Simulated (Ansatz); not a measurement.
**Bismuthene bilayer (AB) in a perpendicular field**

Aim: how the bismuthene bilayer (AB) screens a field along its normal, and what the field does to its bands. A positive field points along +c.

Program: Ansatz 0.2.0. Level of theory: plane-wave DFT, PBE-D3(BJ), Ansatz PAW (set soft_1); PAW set soft_1, in the first sound run; inputs show where later runs differ. Results are calculated unless marked as measured.

## (1) The structure

The cell holds 4 atoms: 4 Bi. Cell: a = 4.340 Å, b = 4.340 Å, c = 43.980 Å, α = 90.0°, β = 90.0°, γ = 120.0°. Regions: layer 1: bismuthene, 2 atoms (2 Bi); layer 2: bismuthene, 2 atoms (2 Bi). Vacuum lies along c.

## (2) Relaxation

The starting cell is a guess, so the in-plane lattice and the atoms are relaxed first, with the slab cut off from its images along the normal.

input.yaml reads:

```yaml
crystal:
  lattice:
    - [4.34, 0.0, 0.0]
    - [-2.17, 3.7585502524, 0.0]
    - [0.0, 0.0, 43.9800000012]
  atoms:
    - { symbol: Bi, position: [0.6666666667, 0.3333333333, 0.4263301501] }
    - { symbol: Bi, position: [0.3333333333, 0.6666666667, 0.465893588] }
    - { symbol: Bi, position: [0.0, 0.0, 0.534106412] }
    - { symbol: Bi, position: [0.6666666667, 0.3333333333, 0.5736698499] }
  periodic: [true, true, false]
kpoints:
  mp_grid: { grid: [12, 12, 1] }
hamiltonian:
  xc: pbe
  dispersion: d3bj
  pseudopotentials: { kind: paw, azcp: { folder: soft_1 } }
scf:
  occupations: { method: fermi_dirac, width: 0.05 }
  convergence: { dr2_threshold: 1.0e-09 }
relax:
  f_tol: 0.004
  max_steps: 90
  cell: {}
output:
  write_potential: true
  write_density: true
  volumetric_format: npy
```

On the command line:

```bash
$ ansatz run input.yaml --threads 4 --pin off --max-ram 6144MiB --backend cpu --events-out ev --progress --plain --runs-dir out
```

Planned after this: atoms held, field 0; single point, field 0.1 V/Å; atoms held, field -0.1 V/Å; atoms held, field 0.2 V/Å; atoms held, field -0.2 V/Å; single point, field 0.35 V/Å; response, atoms held; relaxing in the field, field 0.1 V/Å; relaxing in the field, field -0.1 V/Å; response, atoms relaxed; with spin-orbit coupling; with spin-orbit coupling, field 0.1 V/Å; the same run with other settings: basis.ecutwfc = "36.7 Ry"; the same run with other settings. Settings of the main run: cutoff 420 eV, 12×12×1 k-mesh, smearing width 0.02585 eV, 2 layers, stack bismuthene bilayer (AB), PAW set soft 1.

What does the calculation give for the work function, upper face; equivalent conductor thickness, atoms held; and equivalent conductor thickness, atoms relaxed?

In the vacuum the potential turns flat, and its height over the Fermi level, 3.90 eV, is the work function of the face beside that plateau. The induced dipole equals that of a perfect conductor 8.84 Å thick, while the outer atoms lie 5.89 Å apart. There is no gap over 0.03 eV, with or without the field.

| Quantity | Value |
| --- | --- |
| gap without field | none |
| work function, upper face | 3.90 eV |
| equivalent conductor thickness, atoms held | 8.84 Å |
| equivalent conductor thickness, atoms relaxed | 8.84 Å |

The field series itself is without spin-orbit coupling.

[Logs are printed without paths, hosts, clocks, repeated set-up lines and the standing remarks that a program may print on its own settings, such as how far it seeks lower states.]

[Hosts, paths, dates, database ids (printed as entryN), source tags and the programs' standing remarks are cut or masked in the printed files.]

[Maps of the electrostatic potential energy from Ansatz leave out the sawtooth potential of an applied field or a dipole correction, so their vacuum need not be flat; planar profiles and work functions include it.]
